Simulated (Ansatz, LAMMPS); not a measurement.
# Squeezing and shearing In2O3 with crystalline order left by the classical run (60 atoms), part 2 of 2

Aim: relax In2O3 with crystalline order left by the classical run (60 atoms), then change its volume and shape to read moduli from the stress.

Ansatz 0.2.0; Kohn-Sham DFT, revPBE, PAW (set soft_1), plane waves; PAW set soft_1.

The cell: 24 In and 36 O. The quench rate of 20 K/ps is many orders above laboratory rates. The network of bonds at the start is that of the classical potential that made the cell.

So far. Step 2 (Single point at the start): The r.m.s. force at the start is 0.28 eV/Å. Step 3 (Cell and atoms relaxed): The relaxation converged after 7 steps, with a largest force component of 0.0061 eV/Å.

**5. Volume -3 %**

The relaxed cell is scaled evenly and the atoms are relaxed again; the stress at the end gives one point of P(V).

input.yaml

```yaml
crystal:
  lattice:
    - [9.22481, -0.07856, -0.1263]
    - [-0.07856, 9.4144, 0.06549]
    - [-0.1263, 0.06549, 9.44948]
  atoms:
    [... the 60 atom lines of step 4 ...]
kpoints:
  mp_grid: { grid: [2, 2, 2] }
hamiltonian:
  xc: revpbe
  pseudopotentials: { kind: paw, azcp: { folder: soft_1 } }
scf:
  occupations: { method: gaussian, width: 0.025 }
output:
  forces: true
  eigenvalues: true
  stress: true
relax:
  f_tol: 0.05
  max_steps: 70
```

Command:

```
$ ansatz run input.yaml --threads 16 --pin off --max-ram 31232MiB --backend cpu --events-out ev --progress --plain --runs-dir out
```

Log:

```text
Warning: output.stress: scf.convergence.dr2_threshold = 1e-7 eV (the SCF's general default) is looser than the 6e-9 eV advised for a printed stress (1e-10 eV for each atom of the cell: 60). What an SCF threshold leaves in a stress goes as its square root, and in the free energy as the threshold itself, and one threshold admits the most on a small cell: [...]
[...]
Crystal: 60 atoms, lattice volume = 820.403 Å³
Basis set: ecut = 420 eV, 16031 PW (Γ), exchange–correlation on 128×128×128 points (8 copies of the dense FFT grid, shifted against one another)
Bands: 324, of which v1, the nominal top of the filled ones, is band 264 counted from 1 (263 counted from 0)
Symmetry: 1 space group operations
[...]
k-points: 8
[...]
SCF iter   1: F=—  HF=-154968.003144 eV  |F-HF|=—  |Δ(HF+E_count)|=         —  Δρ=6.57e-2  dr2=2.61e1  ethr=3.10e-3  ⟨swp⟩=6.0  Hψ=9619  notcnv=0  defer=1
[...]
SCF iter  10: F=-154961.822887 eV  HF=-154961.822882 eV  |F-HF|=5.51e-6  |Δ(HF+E_count)|=   5.60e-5  Δρ=3.88e-5  dr2=1.24e-5  ethr=1.13e-8  ⟨swp⟩=11.6  Hψ=12547  notcnv=0
SCF 1 converged in 10 iterations: F = -154961.822887 eV  dr2 = 1.24e-5
[...]
relax step   1: F+E_penalty+E_count = -154961.82288704 eV  Δ(F+E_penalty+E_count) = +0.000e0 eV  max|allowed force component| = 1.971e-1 eV/Å  Δτ_max = 0.0000 Å  (10 SCF iters, dr2 threshold 6.25e-5 eV, accepted)
[...]
relax step   2: F+E_penalty+E_count = -154961.88187907 eV  Δ(F+E_penalty+E_count) = -5.899e-2 eV  max|allowed force component| = 1.289e-1 eV/Å  Δτ_max = 0.0536 Å  (10 SCF iters, accepted)
[...]
relax step   3: F+E_penalty+E_count = -154961.90201122 eV  Δ(F+E_penalty+E_count) = -2.013e-2 eV  max|allowed force component| = 6.373e-2 eV/Å  Δτ_max = 0.0216 Å  (8 SCF iters, accepted)
[...]
relax step   4: F+E_penalty+E_count = -154961.92011674 eV  Δ(F+E_penalty+E_count) = -1.811e-2 eV  max|allowed force component| = 2.948e-2 eV/Å  Δτ_max = 0.0838 Å  (10 SCF iters, accepted)
SCF converged after 10 iterations
Free energy (F): -154961.920117 eV
[...]
Internal energy: -154961.920117 eV  (E = F + TS)
E sigma→0 (E₀):  -154961.920117 eV
Fermi energy:    8.723441 eV
[...]
--- Forces (eV/Å), atoms counted from 1 ---
  atom   1  In    -0.00411974    -0.01382651    -0.00932146
  atom   2  In    -0.02196927    -0.00380851    -0.00363098
  atom   3  In    -0.00010166     0.00418829    -0.01212750
  atom   4  In     0.00475133     0.00303262    -0.01064706
  atom   5  In     0.00368410    -0.00043037    -0.00236417
  atom   6  In    -0.00424001     0.00639109     0.02295190
  atom   7  In     0.01814159    -0.00437669     0.00648971
  atom   8  In     0.01401446    -0.02487542    -0.00159210
  atom   9  In    -0.00946706     0.00311850    -0.00970501
  atom  10  In     0.00152640    -0.00663499     0.00309755
  atom  11  In    -0.01119981    -0.00535777    -0.01823531
  atom  12  In     0.00561831     0.00002291     0.00516013
  atom  13  In     0.01683928     0.01883384     0.00377918
  atom  14  In     0.01367631    -0.00005210    -0.00599430
[...]
atom  59  O     -0.02749091     0.00134870     0.00202915
  atom  60  O     -0.00900072    -0.00721175     0.00155575
  max |Σ_I F_I| component: 9.93e-5 eV/Å
--- Stress (GPa, compression-positive) ---
        3.228782       0.000970      -0.042313
        0.000970       3.090829      -0.038484
       -0.042313      -0.038484       3.080557
  P = ⅓ Tr σ = 3.1334 GPa (31.334 kbar)
--- Band table (eV; the first three rows and the last of 8) ---
[...]
--- Relaxed structure (4 steps of the walk, 4 accepted, 0 SCFs on fresh bases) ---
  F+E_penalty+E_count = -154961.92011674 eV   max|allowed force component| = 2.948e-2 eV/Å
  atoms:
    - { symbol: In, position: [0.552117, 0.884562, 0.747406] }
    - { symbol: In, position: [0.794694, 0.022047, 0.228112] }
    - { symbol: In, position: [0.436857, 0.408553, 0.314609] }
    - { symbol: In, position: [0.813657, 0.035097, 0.563663] }
[...]
- { symbol: O, position: [0.312091, 0.547668, 0.746143] }
```

The job ended after 95 s (16 threads of Arm Neoverse V1, shared host; peak memory 8.4 GiB).

The program notes that the SCF threshold is loose for the stress.

The relaxation converged after 4 steps, 0.0972 eV below its start, with a largest force component of 0.029 eV/Å.

Volume -3 %: the energy stands 0.240 eV above that of the reference, at a pressure of 3.13 GPa.

**6. Volume +3 %**

The relaxed cell is scaled to another volume.

Input and log are left out; they have the form of those shown for this kind of step.

Wall time 2.4 min (16 threads of Arm Neoverse V1, shared host); peak memory 8.9 GiB; 36 min of CPU time.

The relaxation converged after 6 steps, 0.100 eV below its start, with a largest force component of 0.048 eV/Å.

Volume +3 %: the energy stands 0.200 eV above that of the reference, at a pressure of -2.35 GPa.

**7. Volume -6 %**

The relaxed cell is scaled to another volume.

Input and log are left out; they have the form of those shown for this kind of step.

The job ended after 4.1 min (16 threads of Arm Neoverse V1, shared host; peak memory 8.2 GiB; 61 min of CPU time).

The relaxation converged after 12 steps, 0.717 eV below its start, with a largest force component of 0.046 eV/Å.

Volume -6 %: the energy stands 0.719 eV above that of the reference, at a pressure of 6.13 GPa.

**8. Volume +6 %**

The relaxed cell is scaled to another volume.

Input and log are left out; they have the form of those shown for this kind of step.

Run time: 7.7 min. Hardware: 16 threads of Arm Neoverse V1, shared host; peak memory 9.2 GiB.

The relaxation converged after 19 steps, 0.930 eV below its start, with a largest force component of 0.012 eV/Å.

Volume +6 %: the energy stands 0.201 eV above that of the reference, at a pressure of -2.66 GPa.

**9. Volume -10 %**

The relaxed cell is scaled to another volume.

Input and log are left out; they have the form of those shown for this kind of step.

Elapsed: 4.3 min, on 16 threads of Arm Neoverse V1, shared host; peak memory 7.9 GiB.

The relaxation converged after 13 steps, 1.73 eV below its start, with a largest force component of 0.0047 eV/Å.

Volume -10 %: the energy stands 2.60 eV above that of the reference, at a pressure of 12.0 GPa.

**10. Stretched by 1 % along x**

The relaxed cell is strained along x alone, which gives the stiffness along x and its coupling to y and z.

input.yaml, the sections that differ from step 5:

```yaml
crystal:
  lattice:
    - [9.41214, -0.07936, -0.12759]
    - [-0.08015, 9.51047, 0.06616]
    - [-0.12887, 0.06616, 9.54591]
  atoms:
    [... the 60 atom lines of step 4 ...]
# kpoints, hamiltonian, scf, output, relax: as in step 5
```

Log:

```text
[...]
Crystal: 60 atoms, lattice volume = 854.234 Å³
Basis set: ecut = 420 eV, 16687 PW (Γ), exchange–correlation on 128×128×128 points (8 copies of the dense FFT grid, shifted against one another)
Bands: 324, of which v1, the nominal top of the filled ones, is band 264 counted from 1 (263 counted from 0)
Symmetry: 1 space group operations
[...]
k-points: 8
[...]
SCF iter   1: F=—  HF=-154967.908396 eV  |F-HF|=—  |Δ(HF+E_count)|=         —  Δρ=6.37e-2  dr2=2.47e1  ethr=3.10e-3  ⟨swp⟩=6.0  Hψ=9566  notcnv=0  defer=1
[...]
SCF iter  10: F=—  HF=-154962.095785 eV  |F-HF|=—  |Δ(HF+E_count)|=   2.15e-4  Δρ=8.68e-5  dr2=5.75e-5  ethr=2.02e-8  ⟨swp⟩=2.0  Hψ=4263  notcnv=0  defer=436
SCF iter  11: F=-154962.095812 eV  HF=-154962.095807 eV  |F-HF|=5.15e-6  |Δ(HF+E_count)|=   2.21e-5  Δρ=1.80e-5  dr2=2.87e-6  ethr=1.09e-8  ⟨swp⟩=11.9  Hψ=11861  notcnv=0
SCF 1 converged in 11 iterations: F = -154962.095812 eV  dr2 = 2.87e-6
[...]
relax step   1: F+E_penalty+E_count = -154962.09581192 eV  Δ(F+E_penalty+E_count) = +0.000e0 eV  max|allowed force component| = 2.055e-1 eV/Å  Δτ_max = 0.0000 Å  (11 SCF iters, dr2 threshold 6.25e-5 eV, accepted)
[...]
relax step   2: F+E_penalty+E_count = -154962.10942918 eV  Δ(F+E_penalty+E_count) = -1.362e-2 eV  max|allowed force component| = 5.085e-2 eV/Å  Δτ_max = 0.0163 Å  (7 SCF iters, dr2 threshold 2.64e-6 eV, accepted)
[...]
relax step   3: F+E_penalty+E_count = -154962.11385899 eV  Δ(F+E_penalty+E_count) = -4.430e-3 eV  max|allowed force component| = 4.056e-2 eV/Å  Δτ_max = 0.0092 Å  (8 SCF iters, accepted)
SCF converged after 8 iterations
Free energy (F): -154962.113859 eV
[...]
Internal energy: -154962.113859 eV  (E = F + TS)
E sigma→0 (E₀):  -154962.113859 eV
Entropy (-TS):   -0.000000 eV (-0.000 meV/atom)
Fermi energy:    8.091621 eV
[...]
Σ components = -154962.113859   (vs F -154962.113859, Δ=0.00e0)
--- Forces (eV/Å), atoms counted from 1 ---
  atom   1  In     0.01343492    -0.00617517    -0.01122755
  atom   2  In     0.00744098    -0.01150512    -0.01251299
  atom   3  In    -0.01181605     0.00427152     0.01336068
  atom   4  In     0.02069204     0.02912780     0.00944819
[...]
atom  60  O      0.00498248    -0.00097696     0.02115167
  max |Σ_I F_I| component: 4.42e-5 eV/Å
--- Stress (GPa, compression-positive) ---
       -1.767951       0.000425       0.001001
        0.000425      -0.691670      -0.001011
        0.001001      -0.001011      -0.773806
  P = ⅓ Tr σ = -1.0778 GPa (-10.778 kbar)
--- Band table (eV; the first three rows and the last of 8) ---
[...]
--- Relaxed structure (3 steps of the walk, 3 accepted, 0 SCFs on fresh bases) ---
  F+E_penalty+E_count = -154962.11385899 eV   max|allowed force component| = 4.056e-2 eV/Å
  atoms:
    - { symbol: In, position: [0.553345, 0.882154, 0.749804] }
    - { symbol: In, position: [0.794955, 0.018722, 0.229944] }
    - { symbol: In, position: [0.439063, 0.409705, 0.315299] }
    - { symbol: In, position: [0.815008, 0.036766, 0.564728] }
[...]
- { symbol: O, position: [0.306975, 0.549744, 0.747263] }
```

It took 73 s on 16 threads; peak memory 8.7 GiB; 18 min of CPU time.

The relaxation converged after 3 steps, 0.0180 eV below its start, with a largest force component of 0.041 eV/Å.

Stretched by 1 % along x: the energy stands 0.0460 eV above that of the reference, at a pressure of -1.08 GPa.

**11. Compressed by 1 % along x**

The relaxed cell is strained along x alone, which gives the stiffness along x and its coupling to y and z.

input.yaml, the sections that differ from step 10:

```yaml
crystal:
  lattice:
    - [9.22576, -0.07936, -0.12759]
    - [-0.07857, 9.51047, 0.06616]
    - [-0.12631, 0.06616, 9.54591]
  atoms:
    [... the 60 atom lines of step 4 ...]
# kpoints, hamiltonian, scf, output, relax: as in step 10
```

Log:

```text
[...]
Crystal: 60 atoms, lattice volume = 837.319 Å³
Basis set: ecut = 420 eV, 16355 PW (Γ), exchange–correlation on 128×128×128 points (8 copies of the dense FFT grid, shifted against one another)
Bands: 324, of which v1, the nominal top of the filled ones, is band 264 counted from 1 (263 counted from 0)
Symmetry: 1 space group operations
[...]
k-points: 8
[...]
SCF iter   1: F=—  HF=-154968.103106 eV  |F-HF|=—  |Δ(HF+E_count)|=         —  Δρ=6.47e-2  dr2=2.54e1  ethr=3.10e-3  ⟨swp⟩=6.0  Hψ=9587  notcnv=0  defer=1
[...]
SCF iter   9: F=—  HF=-154962.091880 eV  |F-HF|=—  |Δ(HF+E_count)|=   4.98e-4  Δρ=9.57e-5  dr2=7.96e-5  ethr=5.26e-8  ⟨swp⟩=2.0  Hψ=4258  notcnv=0  defer=436
SCF iter  10: F=-154962.091946 eV  HF=-154962.091934 eV  |F-HF|=1.20e-5  |Δ(HF+E_count)|=   5.46e-5  Δρ=3.46e-5  dr2=1.08e-5  ethr=1.18e-8  ⟨swp⟩=11.8  Hψ=12592  notcnv=0
SCF 1 converged in 10 iterations: F = -154962.091946 eV  dr2 = 1.08e-5
[...]
relax step   1: F+E_penalty+E_count = -154962.09194613 eV  Δ(F+E_penalty+E_count) = +0.000e0 eV  max|allowed force component| = 2.331e-1 eV/Å  Δτ_max = 0.0000 Å  (10 SCF iters, dr2 threshold 6.25e-5 eV, accepted)
[...]
relax step   2: F+E_penalty+E_count = -154962.10795176 eV  Δ(F+E_penalty+E_count) = -1.601e-2 eV  max|allowed force component| = 5.301e-2 eV/Å  Δτ_max = 0.0164 Å  (6 SCF iters, dr2 threshold 3.40e-6 eV, accepted)
[...]
relax step   3: F+E_penalty+E_count = -154962.11269470 eV  Δ(F+E_penalty+E_count) = -4.743e-3 eV  max|allowed force component| = 4.023e-2 eV/Å  Δτ_max = 0.0092 Å  (8 SCF iters, accepted)
SCF converged after 8 iterations
Free energy (F): -154962.112695 eV
[...]
Internal energy: -154962.112695 eV  (E = F + TS)
E sigma→0 (E₀):  -154962.112695 eV
Fermi energy:    8.409780 eV
[...]
Σ components = -154962.112695   (vs F -154962.112695, Δ=0.00e0)
--- Forces (eV/Å), atoms counted from 1 ---
  atom   1  In    -0.01205941     0.01189585     0.01190573
  atom   2  In    -0.00515963     0.01142028     0.01447261
  atom   3  In     0.00847172    -0.00490069    -0.01378344
  atom   4  In    -0.02027479    -0.02966398    -0.01094296
[...]
atom  60  O     -0.00324442     0.00131249    -0.02460339
  max |Σ_I F_I| component: 1.14e-5 eV/Å
--- Stress (GPa, compression-positive) ---
        1.861980      -0.004326      -0.007645
       -0.004326       0.741518       0.013539
       -0.007645       0.013539       0.826524
  P = ⅓ Tr σ = 1.1433 GPa (11.433 kbar)
--- Band table (eV; the first three rows and the last of 8) ---
[...]
--- Relaxed structure (3 steps of the walk, 3 accepted, 0 SCFs on fresh bases) ---
  F+E_penalty+E_count = -154962.11269470 eV   max|allowed force component| = 4.023e-2 eV/Å
  atoms:
    - { symbol: In, position: [0.552524, 0.882884, 0.749009] }
    - { symbol: In, position: [0.795733, 0.019172, 0.229095] }
    - { symbol: In, position: [0.438936, 0.410004, 0.314764] }
    - { symbol: In, position: [0.814314, 0.035679, 0.564569] }
[...]
- { symbol: O, position: [0.310560, 0.548432, 0.746130] }
```

Elapsed: 69 s, on 16 threads; peak memory 8.5 GiB.

The relaxation converged after 3 steps, 0.0207 eV below its start, with a largest force component of 0.040 eV/Å.

Compressed by 1 % along x: the energy stands 0.0472 eV above that of the reference, at a pressure of 1.14 GPa.

**12. Sheared by 2 % in xy**

A shear of the relaxed cell gives the modulus that volume changes can't reach.

input.yaml, the sections that differ from step 11:

```yaml
crystal:
  lattice:
    - [9.31816, 0.01383, -0.12759]
    - [0.01574, 9.50968, 0.06616]
    - [-0.12693, 0.06488, 9.54591]
  atoms:
    [... the 60 atom lines of step 4 ...]
# kpoints, hamiltonian, scf, output, relax: as in step 11
```

Log:

```text
[...]
Crystal: 60 atoms, lattice volume = 845.693 Å³
Basis set: ecut = 420 eV, 16517 PW (Γ), exchange–correlation on 128×128×128 points (8 copies of the dense FFT grid, shifted against one another)
Bands: 324, of which v1, the nominal top of the filled ones, is band 264 counted from 1 (263 counted from 0)
Symmetry: 1 space group operations
[...]
k-points: 8
[...]
SCF iter   1: F=—  HF=-154967.995228 eV  |F-HF|=—  |Δ(HF+E_count)|=         —  Δρ=6.42e-2  dr2=2.50e1  ethr=3.10e-3  ⟨swp⟩=6.0  Hψ=9574  notcnv=0  defer=1
[...]
SCF iter  10: F=-154962.096095 eV  HF=-154962.096085 eV  |F-HF|=9.69e-6  |Δ(HF+E_count)|=   5.92e-5  Δρ=3.88e-5  dr2=1.31e-5  ethr=1.18e-8  ⟨swp⟩=12.1  Hψ=12627  notcnv=0
SCF 1 converged in 10 iterations: F = -154962.096095 eV  dr2 = 1.31e-5
[...]
relax step   1: F+E_penalty+E_count = -154962.09609469 eV  Δ(F+E_penalty+E_count) = +0.000e0 eV  max|allowed force component| = 3.125e-1 eV/Å  Δτ_max = 0.0000 Å  (10 SCF iters, dr2 threshold 6.25e-5 eV, accepted)
[...]
relax step   2: F+E_penalty+E_count = -154962.11648196 eV  Δ(F+E_penalty+E_count) = -2.039e-2 eV  max|allowed force component| = 9.078e-2 eV/Å  Δτ_max = 0.0238 Å  (7 SCF iters, dr2 threshold 6.11e-6 eV, accepted)
[...]
relax step   3: F+E_penalty+E_count = -154962.12410642 eV  Δ(F+E_penalty+E_count) = -7.624e-3 eV  max|allowed force component| = 4.407e-2 eV/Å  Δτ_max = 0.0106 Å  (8 SCF iters, accepted)
SCF converged after 8 iterations
Free energy (F): -154962.124106 eV
[...]
Internal energy: -154962.124106 eV  (E = F + TS)
E sigma→0 (E₀):  -154962.124106 eV
Fermi energy:    8.252812 eV
[...]
--- Forces (eV/Å), atoms counted from 1 ---
  atom   1  In     0.00803618     0.02097475    -0.01410175
  atom   2  In    -0.02014556     0.03461660    -0.00979184
  atom   3  In    -0.00980494    -0.03845703     0.01141751
  atom   4  In     0.01671877     0.00092413     0.00215815
  atom   5  In    -0.00570991    -0.00872640     0.03459053
  atom   6  In     0.01922616     0.00069073    -0.00092846
  atom   7  In    -0.01141771     0.00633706     0.00231602
  atom   8  In     0.02270812     0.00978970     0.01210786
  atom   9  In    -0.02712768     0.03226714    -0.01747440
  atom  10  In    -0.01123531    -0.01055358     0.00015781
  atom  11  In    -0.01736094     0.01719534     0.01097035
  atom  12  In    -0.01657688    -0.01875724     0.01041980
  atom  13  In    -0.03663490     0.00123710    -0.00226206
  atom  14  In    -0.02501678     0.03824560     0.00468585
[...]
atom  59  O      0.01067596    -0.00493336    -0.02472316
  atom  60  O     -0.01116336     0.01116508    -0.00923462
  max |Σ_I F_I| component: 6.39e-5 eV/Å
--- Stress (GPa, compression-positive) ---
        0.003649      -0.703147      -0.042440
       -0.703147      -0.009114      -0.097833
       -0.042440      -0.097833       0.037315
  P = ⅓ Tr σ = 0.0106 GPa (0.106 kbar)
--- Band table (eV; the first three rows and the last of 8) ---
[...]
--- Relaxed structure (3 steps of the walk, 3 accepted, 0 SCFs on fresh bases) ---
  F+E_penalty+E_count = -154962.12410642 eV   max|allowed force component| = 4.407e-2 eV/Å
  atoms:
    - { symbol: In, position: [0.552768, 0.884175, 0.748697] }
    - { symbol: In, position: [0.794425, 0.020811, 0.229343] }
    - { symbol: In, position: [0.439331, 0.408376, 0.315731] }
    - { symbol: In, position: [0.814930, 0.036865, 0.564736] }
[...]
- { symbol: O, position: [0.309974, 0.548908, 0.747408] }
```

It took 67 s on 16 threads; peak memory 8.6 GiB; 16 min of CPU time.

The relaxation converged after 3 steps, 0.0280 eV below its start, with a largest force component of 0.044 eV/Å.

Sheared by 2 % in xy: the energy stands 0.0358 eV above that of the reference, at a pressure of 0.0106 GPa.

**13. Pressure against volume**

Atoms are relaxed at each volume, in the scaled cell.

```
volume change (%)  volume (Å³/atom)  energy change (meV/atom)  pressure (GPa)  largest move on relaxing (Å)  bonds
              -10            12.687                     43.35           11.96                          1.03    144
               -6            13.250                     11.98            6.13                          1.03    140
               -3            13.673                      4.00            3.13                          0.12    138
               +0            14.096                      0.00            0.00                             -    137
               +3            14.519                      3.33           -2.35                          0.19    135
               +6            14.942                      3.35           -2.66                          1.07    129
```

**14. Uniaxial strain and shear**

Stress (GPa, compression positive) less that of the relaxed cell, atoms relaxed:

```
                   strain      xx      yy      zz      xy  energy change (meV/atom)
 stretched by 1 % along x  -1.761  -0.692  -0.775   0.003                      0.77
compressed by 1 % along x   1.869   0.741   0.825  -0.001                      0.79
     sheared by 2 % in xy   0.010  -0.010   0.036  -0.700                      0.60
```

**15. Findings**

The bulk modulus, from the slope of pressure against ln V over the three points nearest the relaxed volume, is 91.4 GPa; between neighbouring points the slope runs 134, 95, 103, 79 and 11 GPa from the smallest volume up, not steadily, so no pressure derivative is given. The count of bonds runs from 129 to 144 over the series, so at some points contacts cross the cutoffs. At -10 %, -6 % and +6 % some atom moved by over 0.5 Å on relaxing, so those points may sit in another local minimum. In the Cartesian axes of the cell, finite differences give C11 = 181, C12 = 71.7, C13 = 80.0 and C66 = 35.0 GPa (the shear of 2 % is the engineering strain, εxy = 0.01). The mean of C11, C12 and C13, which equals the bulk modulus in a cubic or isotropic solid, is 111 GPa: it lies 21 % over the bulk modulus from the volumes. For an isotropic solid C66 would equal (C11 − C12)/2 = 54.9 GPa; so small a sample needn't be isotropic, and C66 rests on one shear. With the bulk modulus and C66 as K and G, Young's modulus would be about 93 GPa and Poisson's ratio 0.33.

**Limits.** Strains are finite and relaxations stop at the force tolerance of the input, which can leave moduli too stiff; they are those of a static cell at zero temperature. Volumes are changed with the cell's shape held, so in an anisotropic solid the modulus lies over the one under free hydrostatic load. The program notes that the SCF threshold of the relaxations is loose for the stress.

The DFT runs together took 28 min of wall time.

[Long decimals in the printed logs are rounded to 6 places.]

[Logs are printed without paths, hosts, clocks, repeated set-up lines and the standing remarks that a program may print on its own settings, such as how far it seeks lower states.]

[Hosts, paths, dates, database ids (printed as entryN), source tags and the programs' standing remarks are cut or masked in the printed files.]
